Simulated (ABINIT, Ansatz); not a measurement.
## Tl2Se (Fm-3m): zone-centre phonons

Which modes does Tl2Se (Fm-3m) have at the zone centre?

Main program and level: ABINIT 10.8.3; DFT LDA, scalar-relativistic, plane waves, HGH norm-conserving pseudopotentials.

This is a report of a sequence of runs, with most program output left out.

The structure was built from a prototype and need not be the compound's stable phase.

## Step 1: Starting point

Symmetry: Fm-3m, No. 225, cubic system. Conventional cell: a = 7.207 Å, b = 7.207 Å, c = 7.207 Å, α = 90.00°, β = 90.00°, γ = 90.00°. Nearest to Se lie 8 Tl at 3.12 Å. Nearest to Tl lie 4 Se at 3.12 Å. Farther neighbours and most contacts between anions are not listed.

Structure file:

```cif
data_structure
_symmetry_space_group_name_H-M 'Fm-3m'
_symmetry_Int_Tables_number 225
_cell_length_a 7.2068
_cell_length_b 7.2068
_cell_length_c 7.2068
_cell_angle_alpha 90.000
_cell_angle_beta 90.000
_cell_angle_gamma 90.000
_cell_volume 374.30
loop_
_atom_site_label
_atom_site_type_symbol
_atom_site_symmetry_multiplicity
_atom_site_Wyckoff_symbol
_atom_site_fract_x
_atom_site_fract_y
_atom_site_fract_z
_atom_site_occupancy
Se1 Se 4 a 0.00000 0.00000 0.00000 1
Tl1 Tl 8 c 0.25000 0.75000 0.75000 1
```

## Step 2: Relaxing the cell and atoms

The harmonic expansion starts where the forces on the atoms vanish, and stress shifts the frequencies, so cell and atoms are relaxed with tight thresholds.

The starting cell comes from a relaxation made beforehand in Ansatz (LDA, PseudoDojo NC).

File relax.abi:

```
# relaxation
ionmov 2
optcell 2
dilatmx 1.08
ntime 40
tolmxf 1.0d-05
tolvrs 1.0d-14
prtwf 0
prtden 0
chksymtnons 0

# basis, mesh and filling
ecut 20.0
ecutsm 0.5
ixc 7
ngkpt 8 8 8
nshiftk 1
shiftk 0.0 0.0 0.0
istwfk *1
occopt 7
tsmear 0.001
nband 12
nstep 100
diemac 9.0
prtebands 0
prtgsr 0

# cell and atoms
acell 9.629946775 9.629946775 9.629946775
rprim 
    0.0 0.7071067812 0.7071067812
    0.7071067812 0.0 0.7071067812
    0.7071067812 0.7071067812 0.0
ntypat 2
znucl 34 81
natom 3
typat 1 2 2
xred 
    0.0 0.0 0.0
    0.25 0.25 0.25
    0.75 0.75 0.75
pp_dirpath "./pseudo"
pseudos "Se.hgh, Tl.hgh"
```

Command:

```console
$ OMP_NUM_THREADS=1 mpirun -n 2 abinit relax.abi > relax.log
```

Elapsed: 98 s, on 2 MPI ranks of Arm Neoverse V2, shared host.

The steps of the relaxation:

```
step  energy less that of the first step (eV)  largest force (eV/Å)  volume (Å³)
   1                                   0.0000                0.0000        93.58
   2                                  -0.0042                0.0000        93.13
   3                                  -0.0248                0.0000        88.17
   4                                  -0.0251                0.0000        88.72
   5                                  -0.0251                0.0000        88.67
```

```
conventional cell, symmetrised  before  after  change
                         a (Å)   7.207  7.079  -1.8 %
                         b (Å)   7.207  7.079  -1.8 %
                         c (Å)   7.207  7.079  -1.8 %
              volume (Å³/atom)   31.19  29.56  -5.2 %
```

Final coordinates:

```xyz
3
Lattice="0.0000 3.5393 3.5393 3.5393 0.0000 3.5393 3.5393 3.5393 0.0000" Properties=species:S:1:pos:R:3 pbc="T T T"
Se    0.0000    0.0000    0.0000
Tl    1.7697    1.7697    1.7697
Tl    5.3090    5.3090    5.3090
```

Read from the output:

```yaml
volume_per_atom: 29.56 Å³
pressure: -4.55e-4 GPa
gap_on_the_k_mesh: 0.2019 eV
```

The volume changes by -5.2 % from the cell with which this run began.

## Step 3: Self-consistent run for the response

The response is built on these wavefunctions, so the potential is converged far more tightly than an energy would need. ecutsm is kept as in the relaxation, so that the cell stays at rest. Occupations are smeared.

File gs.abi:

```
# ground state
tolvrs 1.0d-16
prtden 1
prtwf 1

# basis, mesh and filling
ecut 20.0
ecutsm 0.5
ixc 7
ngkpt 8 8 8
nshiftk 1
shiftk 0.0 0.0 0.0
istwfk *1
occopt 7
tsmear 0.001
nband 12
nstep 100
diemac 9.0
prtebands 0
prtgsr 0

# cell and atoms
acell 9.458822122 9.458822122 9.458822122
rprim 
    0.0 0.7071067812 0.7071067812
    0.7071067812 0.0 0.7071067812
    0.7071067812 0.7071067812 0.0
ntypat 2
znucl 34 81
natom 3
typat 1 2 2
xred 
    0.0 0.0 0.0
    0.25 0.25 0.25
    0.75 0.75 0.75
pp_dirpath "./pseudo"
pseudos "Se.hgh, Tl.hgh"
```

Command:

```console
$ OMP_NUM_THREADS=1 mpirun -n 2 abinit gs.abi > gs.log
```

Wall time 15 s (2 MPI ranks); 31 s of CPU time.

This step gave:

- pressure: -4.51e-4 GPa

The cell stands at -4.5e-4 GPa, close enough for phonons.

## Step 4: Linear response at Γ

At q = 0 one unit cell holds all displacements. The response is solved for single atoms along the cell's directions, and symmetry skips those that follow from others. The crystal is treated as a metal, which screens a static field, so no field response is asked.

File dfpt_gamma.abi:

```

# common to the responses
getwfk_filepath "gso_WFK"
kptopt 2
nqpt 1
qpt 0.0 0.0 0.0
asr 0
chneut 0

# displacements
rfphon 1
rfatpol 1 3
rfdir 1 1 1
tolvrs 1.0d-10
prtwf 0

# basis, mesh and filling
ecut 20.0
ecutsm 0.5
ixc 7
ngkpt 8 8 8
nshiftk 1
shiftk 0.0 0.0 0.0
istwfk *1
occopt 7
tsmear 0.001
nband 12
nstep 100
diemac 9.0
prtebands 0
prtgsr 0

# cell and atoms
acell 9.458822122 9.458822122 9.458822122
rprim 
    0.0 0.7071067812 0.7071067812
    0.7071067812 0.0 0.7071067812
    0.7071067812 0.7071067812 0.0
ntypat 2
znucl 34 81
natom 3
typat 1 2 2
xred 
    0.0 0.0 0.0
    0.25 0.25 0.25
    0.75 0.75 0.75
pp_dirpath "./pseudo"
pseudos "Se.hgh, Tl.hgh"
```

Command:

```console
$ OMP_NUM_THREADS=1 mpirun -n 2 abinit dfpt_gamma.abi > dfpt_gamma.log
```

Wall time 2 min (2 MPI ranks); 3.9 min of CPU time.

Read from the output:

```
largest acoustic frequency at the zone centre before the sum rule : 1.63 cm⁻¹
highest optical zone-centre mode (no LO-TO term)                  : 98.08 cm⁻¹
lowest optical zone-centre mode                                   : 62.88 cm⁻¹
```

The acoustic modes at Γ come out as far as 1.6 cm⁻¹ from zero, where they should vanish, a small numerical error.

## Step 5: Zone-centre analysis

anaddb reads the merged derivatives and imposes the acoustic sum rule.

File anaddb.abi:

```
ddb_filepath "gamma_DDB"
output_file "anaddb.abo"
outdata_prefix "anaddb"
asr 1
chneut 1
enunit 2
eivec 1
nph1l 1
qph1l 0.0 0.0 0.0 1.0
```

File mrgddb.in:

```
gamma_DDB
merged
2
dfpt_gammao_DDB
gso_DDB
```

Command:

```console
$ mrgddb < mrgddb.in > mrgddb.log
$ OMP_NUM_THREADS=1 anaddb anaddb.abi > anaddb.log
```

It took 0.5 s on 1 thread.

Read from the output:

```
highest optical zone-centre mode (no LO-TO term) : 98.01 cm⁻¹
```

No LO-TO term; unit eigenvectors of the mass-weighted matrix, from anaddb's displacements. The modes at Γ (shares of kinetic energy by element, %):

```
mode  frequency (cm⁻¹)  symmetry  Se %  Tl %
   1               0.0  acoustic    16    84
   2               0.0  acoustic    16    84
   3               0.0  acoustic    16    84
   4              62.9       T2g     0   100
   5              62.9       T2g     0   100
   6              62.9       T2g     0   100
   7              98.0       T1u    84    16
   8              98.0       T1u    84    16
   9              98.0       T1u    84    16
```

Displacements in mode 5 (62.9 cm⁻¹), the largest set to 1:
```
Se1  0.00  0.00  0.00
Tl2  0.00 -1.00  0.00
Tl3  0.00  1.00  0.00
```

Displacements in mode 8 (98.0 cm⁻¹), the largest set to 1:
```
Se1  0.00  1.00  0.00
Tl2  0.00 -0.19  0.00
Tl3  0.00 -0.19  0.00
```

The rule moves no optical mode by more than 0.1 cm⁻¹.

## Step 6: Sum rules set otherwise (asr 0)

Without the rule the raw error of the acoustic modes shows.

Edit anaddb.abi of step 5 so:

```diff
@@ -3,4 +3,4 @@
 outdata_prefix "anaddb"
-asr 1
-chneut 1
+asr 0
+chneut 0
 enunit 2
```

mrgddb.in is that of step 5.

The job ended after 0.5 s (1 thread).

Numbers from this step:

```yaml
highest_optical_zone_centre_mode_no_lo_to_term: 98.08 cm⁻¹
```

Zone-centre frequencies as printed; negative means imaginary. Modes:

```
mode  frequency (cm⁻¹)
   1              1.63
   2              1.63
   3              1.63
   4             62.88
   5             62.88
   6             62.88
   7             98.08
   8             98.08
   9             98.08
```

## Step 7: Cross-check with Ansatz

The same cell goes through another code, with its own cutoff. The potentials differ.

This step: DFT LDA, scalar-relativistic, plane waves, PseudoDojo norm-conserving pseudopotentials (Ansatz 0.2.0).

File input.yaml:

```yaml
crystal:
  lattice:
    - [0.0, 3.5393474098, 3.5393474098]
    - [3.5393474098, 0.0, 3.5393474098]
    - [3.5393474098, 3.5393474098, 0.0]
  atoms:
    - { symbol: Se, position: [0.0, 0.0, 0.0] }
    - { symbol: Tl, position: [0.25, 0.25, 0.25] }
    - { symbol: Tl, position: [0.75, 0.75, 0.75] }
kpoints:
  mp_grid: { grid: [8, 8, 8] }
hamiltonian:
  xc: lda
  pseudopotentials: { kind: nc, accuracy: standard }
scf:
  occupations: { method: gaussian, width: 0.02721 }
output:
  eigenvalues: true
phonons:
  method: dfpt
```

Command:

```console
$ ansatz run input.yaml --threads 2 --pin off --max-ram 4096MiB --backend cpu --events-out ev --progress --plain --runs-dir out
```

It took 78 s on 2 threads; peak memory 1.6 GiB.

Numbers from this step:

```
gap on the k-mesh                                : 0.2214 eV
sum-rule residual before enforcement             : 4.18e-4 eV/Å²
highest optical zone-centre mode (no LO-TO term) : 115.6 cm⁻¹
lowest optical zone-centre mode                  : 70.1 cm⁻¹
```

## Step 8: Side by side: ABINIT HGH and Ansatz, PseudoDojo

Worked out from the results:

```
root-mean-square difference : 13.45 cm⁻¹
largest difference          : 17.6 cm⁻¹
```

Optical modes, paired by symmetry label. Frequencies side by side, by row:

```
q (reciprocal lattice)  mode  ABINIT HGH (cm⁻¹)  Ansatz, PseudoDojo (cm⁻¹)
                 0 0 0     4               62.9                       70.1
                 0 0 0     5               62.9                       70.1
                 0 0 0     6               62.9                       70.1
                 0 0 0     7                 98                      115.6
                 0 0 0     8                 98                      115.6
                 0 0 0     9                 98                      115.6
```

At the zone centre the largest difference (acoustic modes at Γ apart) is 18 % of the highest mode.

## Step 9: Results

```
space group after relaxation                                           : Fm-3m
volume per atom                                                        : 29.6 Å³
gap on the k-mesh                                                      : 0.202 eV
highest optical zone-centre mode (no LO-TO term)                       : 98.0 cm⁻¹
lowest optical zone-centre mode                                        : 62.9 cm⁻¹
imaginary optical modes at the zone centre (no q mesh in this session) : none
largest difference from Ansatz, PseudoDojo                             : 17.6 cm⁻¹
```

In words: At the LDA level the optical modes of Tl2Se (Fm-3m) at the zone centre run from 63 to 98 cm⁻¹. On other potentials, and in a cell that was not relaxed for them, the second run differs strongly on some modes. A gap of 0.20 eV stands on the final mesh although smearing was kept, so ε∞, Born charges and the LO-TO term are missing. ABINIT HGH and Ansatz, PseudoDojo differ by 13.4 cm⁻¹ in the root mean square and by 17.6 cm⁻¹ at most, 18.0 % of the highest mode compared (acoustic modes at Γ left out); the two use different potentials, and the cell was not relaxed for the second set. These are harmonic frequencies at zero temperature: anharmonic shifts and linewidths and thermal expansion are left out. Spin-orbit coupling is left out, which can matter for the heavy elements here. The HGH files keep few electrons and have no core correction, which is cheap but rough for Tl. The structure is a hypothetical one, built on a prototype.

[Host names and launcher messages were left out of these logs when they were recorded.]

[Logs are printed without paths, hosts, clocks, repeated set-up lines and the standing remarks that a program may print on its own settings, such as how far it seeks lower states.]

[Hosts, paths, dates, database ids (printed as entryN), source tags and the programs' standing remarks are cut or masked in the printed files.]
